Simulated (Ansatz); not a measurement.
# 3-layer 1T-HfS2 (AA) in a perpendicular field, part 2 of 3

Aim: how the 3-layer 1T-HfS2 (AA) screens a field along its normal, and what the field does to its bands. A positive field points along +c.

Ansatz 0.2.0; plane-wave DFT, PBE-D3(BJ), Ansatz PAW.

So far. Step 2 (Relaxing the slab): The lattice constant a goes from 3.640 to 3.610 Å.

## Step 3: Atoms held, field 0, start network

A sawtooth potential applies the field, turning back in the middle of the vacuum. With the dipole correction the typed value is the field outside the slab. The induced dipole is small, so the SCF threshold is tight.

The cell differs from the one that the last finished run ended in (c 62.236 → 32.474 Å).

input.yaml reads:

```yaml
crystal:
  lattice:
    - [3.6098041644, 0.0, 0.0]
    - [-1.8049020822, 3.126182109, 0.0]
    - [0.0, 0.0, 32.4735396022]
  atoms:
    - { symbol: S, position: [0.6666666667, 0.3333333333, 0.277148722] }
    - { symbol: Hf, position: [0.0, 0.0, 0.3220718113] }
    - { symbol: S, position: [0.3333333333, 0.6666666667, 0.3668940524] }
    - { symbol: S, position: [0.6666666667, 0.3333333333, 0.4551964987] }
    - { symbol: Hf, position: [0.0, 0.0, 0.5] }
    - { symbol: S, position: [0.3333333333, 0.6666666667, 0.5448035013] }
    - { symbol: S, position: [0.6666666667, 0.3333333333, 0.6331059476] }
    - { symbol: Hf, position: [0.0, 0.0, 0.6779281887] }
    - { symbol: S, position: [0.3333333333, 0.6666666667, 0.722851278] }
kpoints:
  mp_grid: { grid: [18, 18, 1] }
  band_path:
    path: [[0, 0, 0], [0.5, 0, 0], [0.33333333, 0.33333333, 0], [0, 0, 0]]
    npoints: 16
hamiltonian:
  xc: pbe
  dispersion: d3bj
scf:
  occupations: { method: fermi_dirac, width: 0.02585 }
  convergence: { dr2_threshold: 1.0e-10 }
efield:
  axis: 3
  dipole_correction: true
  ramp_position: 0.97
  ramp_width: 0.06
  amplitude: 0
output:
  dos: { projected: true, e_range: [-6, 5] }
  write_potential: true
  write_density: true
  volumetric_format: npy
  elf: true
```

Command:

```bash
> ansatz run input.yaml --threads 4 --pin off --max-ram 8192MiB --backend cpu --events-out ev --progress --plain --runs-dir out
```

Numbers of over 12 decimals in the logs are rounded to 6 here.

Log:

```text
[...]
Crystal: 9 atoms, lattice volume = 366.461 Å³
Basis set: ecut = 420 eV, 7069 PW (Γ)
Bands: 69, of which v1, the nominal top of the filled ones, is band 57 counted from 1 (56 counted from 0)
Symmetry: 6 space group operations
k-points: 37 of 324 (time reversal used)
[...]
SCF iter   1: F=—  HF=-52593.194832 eV  |F-HF|=—  |Δ(HF+E_count)|=         —  Δρ=1.14e-3  dr2=8.62e-3  ethr=1.77e-3  p=0.000 e·Å  D=1.61e-13 V/Å  ΔV_dip=-0.00 eV  dr2_dipole=7.29e-10  V_vac-E_F(+/−)=5.71/5.71 eV  ⟨swp⟩=7.5  Hψ=10662  notcnv=0  defer=11
efield: sawtooth ramp at fractional position 0.9700 (set: `efield.ramp_position`, or a place that a band, a saddle search or an elastic batch's reference lends), width 0.0600; the density the first Hamiltonian is built on has a dipole p = 0.000 e·Å; the dipole correction subtracts the counter field D = 1.61e-13 V/Å, which shifts the + side's vacuum level by -0.00 eV against the − side's; the planar-averaged density in the ramp window peaks in size at 1.2e-5 e/Å³
[...]
SCF iter   2: F=—  HF=-52593.197066 eV  |F-HF|=—  |Δ(HF+E_count)|=   2.23e-3  Δρ=6.70e-4  dr2=2.19e-3  ethr=7.57e-6  p=-0.000 e·Å  D=-4.78e-6 V/Å  ΔV_dip=0.00 eV  dr2_dipole=3.07e-9  V_vac-E_F(+/−)=5.78/5.78 eV  ⟨swp⟩=2.8  Hψ=5955  notcnv=0  defer=122
[...]
SCF iter  11: F=-52593.198051 eV  HF=-52593.198051 eV  |F-HF|=1.02e-10  |Δ(HF+E_count)|=  1.67e-10  Δρ=9.25e-8  dr2=8.54e-11  ethr=1.00e-12  p=0.000 e·Å  D=3.64e-7 V/Å  ΔV_dip=-0.00 eV  dr2_dipole=1.63e-11  V_vac-E_F(+/−)=5.77/5.77 eV  ⟨swp⟩=11.6  Hψ=10696  notcnv=0
SCF 1 converged in 11 iterations: F = -52593.198051 eV  dr2 = 8.54e-11
[...]
NSCF: frozen V_eff on 49 k-points
efield: sawtooth ramp at fractional position 0.9700 (kept from the solve that this one continues, or follows in the run), width 0.0600; the density the first Hamiltonian is built on has a dipole p = 0.000 e·Å; the dipole correction subtracts the counter field D = 3.64e-7 V/Å, which shifts the + side's vacuum level by -0.00 eV against the − side's; the planar-averaged density in the ramp window peaks in size at 1.5e-8 e/Å³
[...]
SCF converged after 11 iterations
Free energy (F): -52593.198051 eV
[...]
Internal energy: -52593.198051 eV  (E = F + TS)
E sigma→0 (E₀):  -52593.198051 eV
Fermi energy:    2.616838 eV
Dipole field:    D = -0.000004 V/Å  (p = -0.000007 e·Å, saw-weighted, corrected)
Work function:   Φ+ = 5.7700 eV   Φ− = 5.7698 eV
Levels:          The Fermi level and band energies are counted from a zero that moves with the ramp; work functions are not
[...]
--- Band table (eV; the first three rows and the last of 37) ---
  k-point 0: bands = [... 53 lower, 2.0319, 2.0319, 2.0790, 2.0790, 4.0751, 4.0751, 4.1044, 4.1044, ... 8 higher]
  k-point 1: bands = [... 53 lower, 1.8468, 1.9339, 1.9757, 1.9869, 4.0978, 4.1304, 4.1470, 4.1947, ... 8 higher]
  k-point 2: bands = [... 53 lower, 1.6085, 1.7040, 1.7660, 1.9970, 4.0614, 4.0948, 4.1085, 4.4949, ... 8 higher]
  k-point 36: bands = [... 53 lower, 0.2003, 0.2605, 0.2605, 0.4139, 4.7899, 4.8803, 4.9453, 5.4888, ... 8 higher]
```

Run time: 95 s. Hardware: 4 threads of Arm Neoverse N1, shared host; peak memory 1.5 GiB; 6.3 min of CPU time.

Numbers from this step:

* gap on the k-mesh: 1.091 eV
* dipole along the normal: -7.39e-6 e·Å
* gap along the path: 1.091 eV
* smallest direct gap along the path: 1.914 eV
* ionisation energy, upper face: 6.308 eV
* electron affinity, upper face: 5.217 eV
* gap, the smaller of path and mesh: 1.091 eV

Running mean over a fixed 2.7 Å (it still follows the layers) of the planar mean; the ramp of the sawtooth is left out. Table of electron's electrostatic potential energy less the Fermi level by z:

```tsv
z (Å)	electron's electrostatic potential energy less the Fermi level (eV)
3.5	5.77
4.0	5.77
4.5	5.77
5.0	5.77
5.5	5.76
6.0	5.74
6.5	5.64
7.0	5.11
7.5	3.55
8.0	1.43
8.5	-0.829
9.0	-3.55
9.5	-6.23
10.0	-7.59
10.5	-7.86
11.0	-7.50
11.5	-5.88
12.0	-3.17
12.5	-0.747
13.0	0.547
13.5	0.712
14.0	-0.0792
14.5	-2.12
15.0	-4.87
15.5	-7.09
16.0	-7.82
16.5	-7.80
17.0	-7.01
17.5	-4.73
18.0	-1.99
18.5	-0.0132
19.0	0.724
19.5	0.509
20.0	-0.850
20.5	-3.32
21.0	-6.01
21.5	-7.55
22.0	-7.86
22.5	-7.56
23.0	-6.11
23.5	-3.40
24.0	-0.705
24.5	1.55
25.0	3.65
25.5	5.17
26.0	5.65
26.5	5.75
27.0	5.76
27.5	5.77
28.0	5.77
28.5	5.77
29.0	5.77
```

The density of states has structure finer than the step of the table below, so its rows give means over 0.2 eV, whole bins alone (the curve runs from -6 to 2.55 eV). Peaks (eV: height): -4.10: 18.4, -3.68: 11.1, -3.11: 33.9, -2.83: 20.7, -2.72: 18.2, -1.78: 10.7, -1.04: 10.5.

Density of states against energy, zero at the Fermi level of the run, which the smearing sets inside the gap; means over each step:

```tsv
energy (eV)	density of states (states/eV a cell)
-5.6	8.4e-4
-5.4	1.73
-5.2	3.50
-5.0	4.12
-4.8	5.75
-4.6	6.98
-4.4	4.67
-4.2	9.00
-4.0	11.5
-3.8	7.28
-3.6	7.39
-3.4	5.44
-3.2	12.0
-3.0	17.0
-2.8	13.5
-2.6	9.03
-2.4	6.78
-2.2	6.29
-2.0	8.38
-1.8	9.70
-1.6	8.72
-1.4	7.47
-1.2	4.73
-1.0	4.22
-0.8	2.23
-0.6	1.52
-0.4	0
-0.2	0
0.0	0
0.2	0
0.4	0
0.6	0.948
0.8	3.27
1.0	3.57
1.2	4.03
1.4	5.20
1.6	7.20
1.8	4.53
2.0	4.31
2.2	4.00
2.4	3.94
```

Projected DOS per atom over height of the atomic layer and energy from the Fermi level. Layers: S Hf S S Hf S S Hf S from below.

Ten even steps from '_' (0.00 states/eV) to '@' (1.81 states/eV), each cell a mean:
```
__++____++____++__
__**____**____**__
..%%__..@@..__%%..
__++____++____++__
__--____--____--__
__________________
__________________
__________________
..__..::__::..__..
==__==--__--==__==
**..****..****..**
##..####..####..##
==..==++::++==..==
%%==%%##==##%%==%%
@@@@@@@@%%@@@@@@@@
==::--==--==--::==
##==**==--==**==##
==--++**--**++--==
----====--====----
..::::::::::::::..
______......______
__________________
```
Columns: height of the atomic layer (Å) from 9 to 23.5 (not evenly spaced); rows upwards: energy from the Fermi level (eV) from -5.96 to 2.5.

The electronic bands at the labelled points (eV, zero at the Fermi level of the run, which the smearing sets inside the gap):

```tsv
point	band 54	band 55	band 56	band 57	band 58	band 59	band 60	band 61
Γ	-0.58	-0.58	-0.54	-0.54	1.46	1.46	1.49	1.49
halfway	-1.41	-1.40	-1.16	-0.89	1.03	1.05	1.08	2.74
M	-1.77	-1.63	-1.54	-1.48	0.55	0.63	0.66	3.61
halfway	-2.37	-2.15	-1.96	-1.77	1.37	1.49	1.59	3.33
K	-2.42	-2.36	-2.36	-2.20	2.17	2.26	2.33	2.87
halfway	-2.16	-1.30	-1.19	-1.12	1.70	1.79	1.87	1.97
Γ	-0.58	-0.58	-0.54	-0.54	1.46	1.46	1.49	1.49
```

ELF in the ca plane at fractional y = 0.000, with atoms of Hf within 0.2 Å of it. It is the smooth field of the valence electrons, not physical close to the nuclei.

Ten even steps from '0' (0.00) to '9' (0.83), each cell a mean:
```
00000000000000000000105999820100000011599972
00000000000000000123322677423320001332267742
00000000000000001357873211257752014786322125
00000000000000013589997422589973016899732268
00000000000000013689998523689984016999842368
00000000000000002478986211478873015888521147
00000000000000000235642343235641003564234323
00000000000000000011213899611210000121489961
00000000000000000000006999820000000001699982
```
Columns run along c (16.0 Å, from fractional 0.05 to 0.55 of the cell), rows up along a (3.6 Å). Atoms in or near the plane, at fractional coordinates: Hf at (0.32, 0.00), Hf at (0.50, 0.00).

Electrostatic potential energy in the ca plane at fractional y = 0.000, with atoms of Hf within 0.2 Å of it. With pseudopotentials it is smooth inside the atoms' cores, unlike the true potential.

Ten even steps from '0' (-37 eV) to '9' (8 eV), each cell a mean:
```
99999999999999999999873000158999999987300015
99999999999999999999986211478999999998521147
99999999999999999999888766788999999988876678
99999999999999999998888888888899999888888888
99999999999999999998888888888899999888888888
99999999999999999999888877888899999988887788
99999999999999999999987544688999999998753468
99999999999999999999874000268999999987400026
99999999999999999999872000058999999986200005
```
Columns run along c (16.0 Å, from fractional 0.05 to 0.55 of the cell; values clipped at the 3rd and 97th percentile), rows up along a (3.6 Å). Atoms in or near the plane, at fractional coordinates: Hf at (0.32, 0.00), Hf at (0.50, 0.00).

Valence density in the ca plane at fractional y = 0.000, with atoms of Hf within 0.2 Å of it. It is the smooth field of the valence electrons, not physical close to the nuclei.

Values in e/Å³, 5 rows by 16 columns, each cell a mean:
```
 0  0  0  0  0  0  0  0  7  7  0  0  0  0 10  4
 0  0  0  0  0  0  0  0  0  0  0  0  0  0  0  0
 0  0  0  0  0  0  0  0  0  0  0  0  0  0  0  0
 0  0  0  0  0  0  0  0  1  1  0  0  0  0  1  1
 0  0  0  0  0  0  0  0 10 10  0  0  0  0 15  6
```
Columns run along c (16.0 Å, from fractional 0.05 to 0.55 of the cell), rows up along a (3.6 Å). Atoms in or near the plane, at fractional coordinates: Hf at (0.32, 0.00), Hf at (0.50, 0.00).

The gap is 1.09 eV, with the valence edge 6.31 eV and the conduction edge 5.22 eV under the upper vacuum level. Spin-orbit coupling, left out in this run, matters for the bands of elements this heavy.

## Step 4: Single point, field 0.05 V/Å

input.yaml: that of step 3 with these lines changed.

```diff
@@ -31,5 +31,4 @@
   ramp_width: 0.06
-  amplitude: 0
+  amplitude: 0.05
 output:
-  dos: { projected: true, e_range: [-6, 5] }
   write_potential: true
@@ -37,2 +36 @@
   volumetric_format: npy
-  elf: true
```

Log:

```text
[...]
Crystal: 9 atoms, lattice volume = 366.461 Å³
Basis set: ecut = 420 eV, 7069 PW (Γ)
Bands: 69, of which v1, the nominal top of the filled ones, is band 57 counted from 1 (56 counted from 0)
Symmetry: 6 space group operations
k-points: 37 of 324 (time reversal used)
[...]
k-point 0: bands = [... 53 lower, 2.0182, 2.0182, 2.1042, 2.1042, 4.0484, 4.0484, 4.0906, 4.0906, ... 8 higher]
  k-point 1: bands = [... 53 lower, 1.8450, 1.9217, 1.9790, 2.0101, 4.0725, 4.1174, 4.1689, 4.1851, ... 8 higher]
  k-point 2: bands = [... 53 lower, 1.5978, 1.6938, 1.7866, 1.9992, 4.0356, 4.0813, 4.1477, 4.4674, ... 8 higher]
  k-point 36: bands = [... 53 lower, 0.1987, 0.2612, 0.2791, 0.4202, 4.7778, 4.8734, 4.9641, 5.4765, ... 8 higher]
[key lines of the parts left out:]
SCF converged after 15 iterations
Free energy (F): -52593.199162 eV
Fermi energy:    2.618195 eV
Dipole field:    D = 0.021947 V/Å  (p = 0.044446 e·Å, saw-weighted, corrected)
```

It took 1.7 min on 4 threads; peak memory 1.4 GiB.

The dipole is 0.0444 e·Å, and the gap 1.050 eV.

## Step 5: Atoms held, field -0.05 V/Å

input.yaml: that of step 4 with these lines changed.

```diff
@@ -31,3 +31,3 @@
   ramp_width: 0.06
-  amplitude: 0.05
+  amplitude: -0.05
 output:
```

Log:

```text
[...]
Crystal: 9 atoms, lattice volume = 366.461 Å³
Basis set: ecut = 420 eV, 7069 PW (Γ)
Bands: 69, of which v1, the nominal top of the filled ones, is band 57 counted from 1 (56 counted from 0)
Symmetry: 6 space group operations
k-points: 37 of 324 (time reversal used)
[...]
k-point 0: bands = [... 53 lower, 2.0182, 2.0182, 2.1042, 2.1042, 4.0484, 4.0484, 4.0906, 4.0906, ... 8 higher]
  k-point 1: bands = [... 53 lower, 1.8450, 1.9217, 1.9790, 2.0101, 4.0725, 4.1174, 4.1689, 4.1851, ... 8 higher]
  k-point 2: bands = [... 53 lower, 1.5978, 1.6938, 1.7866, 1.9992, 4.0356, 4.0813, 4.1477, 4.4674, ... 8 higher]
  k-point 36: bands = [... 53 lower, 0.1987, 0.2612, 0.2791, 0.4202, 4.7778, 4.8734, 4.9641, 5.4765, ... 8 higher]
[key lines of the parts left out:]
SCF converged after 15 iterations
Free energy (F): -52593.199162 eV
Fermi energy:    2.618195 eV
Dipole field:    D = -0.021947 V/Å  (p = -0.044446 e·Å, saw-weighted, corrected)
```

Run time: 1.7 min. Hardware: 4 threads; peak memory 1.4 GiB.

The dipole is -0.0444 e·Å, and the gap 1.050 eV.

## Step 6: Atoms held, field 0.1 V/Å

input.yaml: that of step 5 with these lines changed.

```diff
@@ -29,5 +29,5 @@
   dipole_correction: true
-  ramp_position: 0.97
-  ramp_width: 0.06
-  amplitude: -0.05
+  ramp_position: 0.9615
+  ramp_width: 0.077
+  amplitude: 0.1
 output:
```

Log:

```text
[...]
Crystal: 9 atoms, lattice volume = 366.461 Å³
Basis set: ecut = 420 eV, 7069 PW (Γ)
Bands: 69, of which v1, the nominal top of the filled ones, is band 57 counted from 1 (56 counted from 0)
Symmetry: 6 space group operations
k-points: 37 of 324 (time reversal used)
[...]
k-point 0: bands = [... 53 lower, 2.0062, 2.0062, 2.1477, 2.1477, 4.0002, 4.0002, 4.0887, 4.0887, ... 8 higher]
  k-point 1: bands = [... 53 lower, 1.8779, 1.9099, 1.9896, 2.0523, 4.0253, 4.1151, 4.1212, 4.2098, ... 8 higher]
  k-point 2: bands = [... 53 lower, 1.5685, 1.6824, 1.8267, 2.0060, 3.9882, 4.0790, 4.1967, 4.4186, ... 8 higher]
  k-point 36: bands = [... 53 lower, 0.1946, 0.2783, 0.3126, 0.4378, 4.7465, 4.8657, 5.0027, 5.4518, ... 8 higher]
[key lines of the parts left out:]
SCF converged after 16 iterations
Free energy (F): -52593.202496 eV
Fermi energy:    2.619603 eV
Dipole field:    D = 0.043898 V/Å  (p = 0.088902 e·Å, saw-weighted, corrected)
```

Run time: 1.8 min. Hardware: 4 threads; peak memory 1.4 GiB; 7 min of CPU time.

The dipole is 0.0889 e·Å, and the gap 0.969 eV.

## Step 7: Single point, field -0.1 V/Å

input.yaml: that of step 6 with these lines changed.

```diff
@@ -31,3 +31,3 @@
   ramp_width: 0.077
-  amplitude: 0.1
+  amplitude: -0.1
 output:
```

Log:

```text
[...]
Crystal: 9 atoms, lattice volume = 366.461 Å³
Basis set: ecut = 420 eV, 7069 PW (Γ)
Bands: 69, of which v1, the nominal top of the filled ones, is band 57 counted from 1 (56 counted from 0)
Symmetry: 6 space group operations
k-points: 37 of 324 (time reversal used)
[...]
k-point 0: bands = [... 53 lower, 2.0062, 2.0062, 2.1477, 2.1477, 4.0002, 4.0002, 4.0887, 4.0887, ... 8 higher]
  k-point 1: bands = [... 53 lower, 1.8779, 1.9099, 1.9896, 2.0523, 4.0253, 4.1151, 4.1212, 4.2098, ... 8 higher]
  k-point 2: bands = [... 53 lower, 1.5685, 1.6824, 1.8267, 2.0060, 3.9882, 4.0790, 4.1967, 4.4186, ... 8 higher]
  k-point 36: bands = [... 53 lower, 0.1946, 0.2783, 0.3126, 0.4378, 4.7465, 4.8657, 5.0027, 5.4518, ... 8 higher]
[key lines of the parts left out:]
SCF converged after 15 iterations
Free energy (F): -52593.202496 eV
Fermi energy:    2.619604 eV
Dipole field:    D = -0.043898 V/Å  (p = -0.088902 e·Å, saw-weighted, corrected)
```

Elapsed: 1.7 min, on 4 threads; peak memory 1.4 GiB; 6.7 min of CPU time.

The dipole is -0.0889 e·Å, and the gap 0.969 eV.

## Step 8: Atoms held, field 0.2 V/Å

input.yaml: that of step 7 with these lines changed.

```diff
@@ -31,3 +31,3 @@
   ramp_width: 0.077
-  amplitude: -0.1
+  amplitude: 0.2
 output:
```

Log:

```text
[...]
Crystal: 9 atoms, lattice volume = 366.461 Å³
Basis set: ecut = 420 eV, 7069 PW (Γ)
Bands: 69, of which v1, the nominal top of the filled ones, is band 57 counted from 1 (56 counted from 0)
Symmetry: 6 space group operations
k-points: 37 of 324 (time reversal used)
[...]
k-point 0: bands = [... 53 lower, 1.9985, 1.9985, 2.2433, 2.2433, 3.8994, 3.8994, 4.0876, 4.0876, ... 8 higher]
  k-point 1: bands = [... 53 lower, 1.9016, 1.9426, 2.0370, 2.1469, 3.9249, 4.0205, 4.1138, 4.2085, ... 8 higher]
  k-point 2: bands = [... 53 lower, 1.5186, 1.6733, 1.9195, 2.0320, 3.8876, 4.0776, 4.2964, 4.3174, ... 8 higher]
  k-point 36: bands = [... 53 lower, 0.1847, 0.3382, 0.4021, 0.4967, 4.6593, 4.8595, 5.0940, 5.3795, ... 8 higher]
[key lines of the parts left out:]
SCF converged after 16 iterations
Free energy (F): -52593.215832 eV
Fermi energy:    2.620040 eV
Dipole field:    D = 0.087815 V/Å  (p = 0.177842 e·Å, saw-weighted, corrected)
```

Wall time 1.8 min (4 threads); peak memory 1.4 GiB.

The dipole is 0.178 e·Å, and the gap 0.779 eV.

## Step 9: Atoms held, field -0.2 V/Å

input.yaml: that of step 8 with these lines changed.

```diff
@@ -31,3 +31,3 @@
   ramp_width: 0.077
-  amplitude: 0.2
+  amplitude: -0.2
 output:
```

Log:

```text
[...]
Crystal: 9 atoms, lattice volume = 366.461 Å³
Basis set: ecut = 420 eV, 7069 PW (Γ)
Bands: 69, of which v1, the nominal top of the filled ones, is band 57 counted from 1 (56 counted from 0)
Symmetry: 6 space group operations
k-points: 37 of 324 (time reversal used)
[...]
k-point 0: bands = [... 53 lower, 1.9985, 1.9985, 2.2433, 2.2433, 3.8994, 3.8994, 4.0876, 4.0876, ... 8 higher]
  k-point 1: bands = [... 53 lower, 1.9016, 1.9426, 2.0370, 2.1469, 3.9249, 4.0205, 4.1138, 4.2085, ... 8 higher]
  k-point 2: bands = [... 53 lower, 1.5186, 1.6733, 1.9195, 2.0320, 3.8876, 4.0776, 4.2964, 4.3174, ... 8 higher]
  k-point 36: bands = [... 53 lower, 0.1847, 0.3382, 0.4021, 0.4967, 4.6593, 4.8595, 5.0940, 5.3795, ... 8 higher]
[key lines of the parts left out:]
SCF converged after 16 iterations
Free energy (F): -52593.215832 eV
Fermi energy:    2.620040 eV
Dipole field:    D = -0.087814 V/Å  (p = -0.177840 e·Å, saw-weighted, corrected)
```

The job ended after 1.8 min (4 threads; peak memory 1.4 GiB).

The dipole is -0.178 e·Å, and the gap 0.779 eV.

## Step 10: Atoms held, field 0.3 V/Å

input.yaml: that of step 9 with these lines changed.

```diff
@@ -29,5 +29,5 @@
   dipole_correction: true
-  ramp_position: 0.9615
-  ramp_width: 0.077
-  amplitude: -0.2
+  ramp_position: 0.9593
+  ramp_width: 0.0814
+  amplitude: 0.3
 output:
```

Log:

```text
[...]
Crystal: 9 atoms, lattice volume = 366.461 Å³
Basis set: ecut = 420 eV, 7069 PW (Γ)
Bands: 69, of which v1, the nominal top of the filled ones, is band 57 counted from 1 (56 counted from 0)
Symmetry: 6 space group operations
k-points: 37 of 324 (time reversal used)
[...]
k-point 0: bands = [... 53 lower, 1.9954, 1.9954, 2.3412, 2.3412, 3.7978, 3.7978, 4.0863, 4.0863, ... 8 higher]
  k-point 1: bands = [... 53 lower, 1.8983, 1.9939, 2.1149, 2.2443, 3.8233, 3.9190, 4.1124, 4.2072, ... 8 higher]
  k-point 2: bands = [... 53 lower, 1.5501, 1.6697, 2.0162, 2.0727, 3.7859, 4.0761, 4.2156, 4.3956, ... 8 higher]
  k-point 36: bands = [... 53 lower, 0.1769, 0.4114, 0.5034, 0.5731, 4.5625, 4.8567, 5.1898, 5.2926, ... 8 higher]
[key lines of the parts left out:]
SCF converged after 17 iterations
Free energy (F): -52593.238067 eV
Fermi energy:    2.619310 eV
Dipole field:    D = 0.131772 V/Å  (p = 0.266863 e·Å, saw-weighted, corrected)
```

The job ended after 1.9 min (4 threads; peak memory 1.4 GiB).

The dipole is 0.267 e·Å, and the gap 0.582 eV.

(Part 2 of 3 ends here.)

[Logs are printed without paths, hosts, clocks, repeated set-up lines and the standing remarks that a program may print on its own settings, such as how far it seeks lower states.]

[Hosts, paths, dates, database ids (printed as entryN), source tags and the programs' standing remarks are cut or masked in the printed files.]

[Maps of the electrostatic potential energy from Ansatz leave out the sawtooth potential of an applied field or a dipole correction, so their vacuum need not be flat; planar profiles and work functions include it.]

[The density of states shown here was stored with 400 of the rows of the run's finer table, so its peaks can read low, often by over a quarter, or be missed, and its means over a window can be off by a tenth or more.]
